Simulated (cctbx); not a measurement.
# What is wrong with this refinement?

Cell a = 9.2380 Å, b = 9.2380 Å, c = 6.6810 Å, α = 90.00°, β = 90.00°, γ = 120.00°; space group P6_3/mcm (no. 193).

The data are simulated with cctbx, not measured: Ag Kα, λ = 0.56087 Å, to d = 0.6 Å, 95 % of the full sphere, strongest reflection 5000 counts, noise from counting, a 4 % proportional error and a noise floor of 2 counts (s.d.); no absorption, and some extinction, which the refinements don't model.

An isotropic refinement with weights 1/σ² prints:

```text
Rint 0.062, 466 unique reflections to 0.60 A
cycle     R1     wR2    GooF  max shift (A)
   1  0.2226  0.4843  17.676   0.14758
  12  0.0204  0.0410   1.496   0.02074
final R1 0.0205 wR2 0.0410 GooF 1.496  parameters 9  data/parameter 51.8
atom        x        y        z      Ueq    occ   su(xyz)  su(Uiso or U11)
La1    0.72946  0.72946  0.25000   0.0147  1.000  0.00003  0.0001
La2    0.66667  0.33333  0.00000   0.0161  1.000  0.00000  0.0001
Al1    0.38779  0.38779  0.25000   0.0265  1.000  0.00025  0.0004
Al2    0.03128  0.34558  0.50151   1.0000  1.000  0.01741  0.0725
difference map: max 1.57 min -2.13 rms 0.35
Q1    0.0549  0.3042  0.2500   12    1.61  0.44 A from La1
Q2    0.0495  0.4259  0.7500   12    1.30  0.41 A from Al1
Q3    0.0000  0.1417  0.7500    6    1.15  2.17 A from La1
Q4    0.1465  0.3931  0.2500   12    1.00  1.26 A from La1
Q5    0.3333  0.6667  0.0612    8    0.97  0.41 A from La2
Q6    0.0000  0.5000  0.0000    6    0.88  1.59 A from Al2
```

**Question.** Can this result stand? If not, what is the likely fault?

Mend it. The fault: spurious atom: Al2. Against the right model at the same level, R1 goes from 0.0166 to 0.0205 and GooF from 1.26 to 1.50 and Al2 takes U = the program's ceiling. A site with no density behind it hides by a very large U or drifts. The fit had not settled when the cycles ran out.

The compound is La5Al3. The right model at the same level gives:

```text
Rint 0.062, 466 unique reflections to 0.60 A
cycle     R1     wR2    GooF  max shift (A)
   1  0.1092  0.2369   8.608   0.07259
   2  0.0166  0.0346   1.256   0.00000
final R1 0.0166 wR2 0.0346 GooF 1.256  parameters 5  data/parameter 93.2
atom        x        y        z      Ueq    occ   su(xyz)  su(Uiso or U11)
La1    0.72946  0.72946  0.25000   0.0147  1.000  0.00003  0.0001
La2    0.66667  0.33333  0.00000   0.0161  1.000  0.00000  0.0001
Al1    0.38776  0.38776  0.25000   0.0265  1.000  0.00021  0.0003
difference map: max 1.55 min -1.91 rms 0.24
Q1    0.3333  0.6667  0.0609    8    1.67  0.41 A from La2
Q2    0.0543  0.3037  0.2500   12    1.24  0.44 A from La1
Q3    0.0000  0.1396  0.7500    6    1.22  2.16 A from La1
Q4    0.0497  0.4259  0.7500   12    0.92  0.42 A from Al1
Q5    0.0000  0.5000  0.0000    6    0.77  1.97 A from Al1
Q6    0.0000  0.1204  0.6367   12    0.76  2.30 A from La1
```

Isotropic U is held between 0.0001 and 1 Å² by the program, and listed peak heights are interpolated, so they can pass the grid's maximum.

The model was made for the exercise: a known structure type with other elements put in, its volume estimated, not relaxed; displacement parameters are assumed.

[Middle refinement cycles are left out of these outputs.]

[Logs are printed without paths, hosts, clocks, repeated set-up lines and the standing remarks that a program may print on its own settings, such as how far it seeks lower states.]
